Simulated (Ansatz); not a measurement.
# Rb (Im-3m): Drude plasma energy against volume

The cell of Rb (Im-3m) is scaled evenly and the response computed anew at each volume, on one mesh.

Cell: a, b, c = 4.854, 4.854, 4.854 Å (primitive vectors), 1 atoms.

Method: Ansatz 0.2.0, r2SCAN, independent particles, k-mesh 10×10×10 with interpolation inside its cells, Gaussian parameter 0.1 eV.

Launch of the response step: `ansatz run input.yaml --threads 4 --pin off --max-ram 8192MiB --backend cpu --events-out ev --progress --plain --runs-dir out`. The series took 97 s in all, on 4 threads of Intel(R) Xeon(R) Processor @ 2.70GHz, on a shared host.

| V/V₀ | V (Å³, primitive cell) | Drude plasma energy (eV) |
| --- | --- | --- |
| 0.94 | 82.76 | ? |
| 0.96 | 84.52 | 3.9649 |
| 0.98 | 86.28 | 3.9401 |
| 1.00 | 88.04 | 3.9152 |
| 1.02 | 89.80 | 3.8904 |
| 1.04 | 91.57 | 3.8657 |
| 1.06 | 93.33 | 3.8410 |

For small changes the quantity should be close to linear in ln V.

Working, on the rows shown:

| x = ln(V/V₀) | y = Drude plasma energy |
| --- | --- |
| -0.040822 | 3.9649 |
| -0.0202027 | 3.9401 |
| 0 | 3.9152 |
| 0.0198026 | 3.8904 |
| 0.0392207 | 3.8657 |
| 0.0582689 | 3.841 |

Means: x̄ = 0.0093779, ȳ = 3.9029. Σ(x − x̄)(y − ȳ) = -0.008595, Σ(x − x̄)² = 0.006873. Slope = -0.008595 / 0.006873 = -1.251; intercept = ȳ − slope · x̄ = 3.9146. The line misses the rows shown by at most 0.00076 eV.

Task: Predict the last column of the withheld row from the fit.

Result: At x = -0.061875 the line gives y = 3.992 eV. The run gave 3.9896 eV, so the extrapolation is off by 0.0024 eV, 1.6 % of the range in the table.

Between the rows on either side of x = 0 the slope is (3.8904 − 3.9401) / (0.019803 − (-0.020203)) = -1.242. So d ln ωp/d ln V = -0.32; free electrons would give −0.50. The cell comes from an older database entry, whose edges can be off by a per cent or so. The values come from a sum over the points of one k-mesh and carry its error, which is largest for Fermi-surface quantities. Spin-orbit coupling is left out.
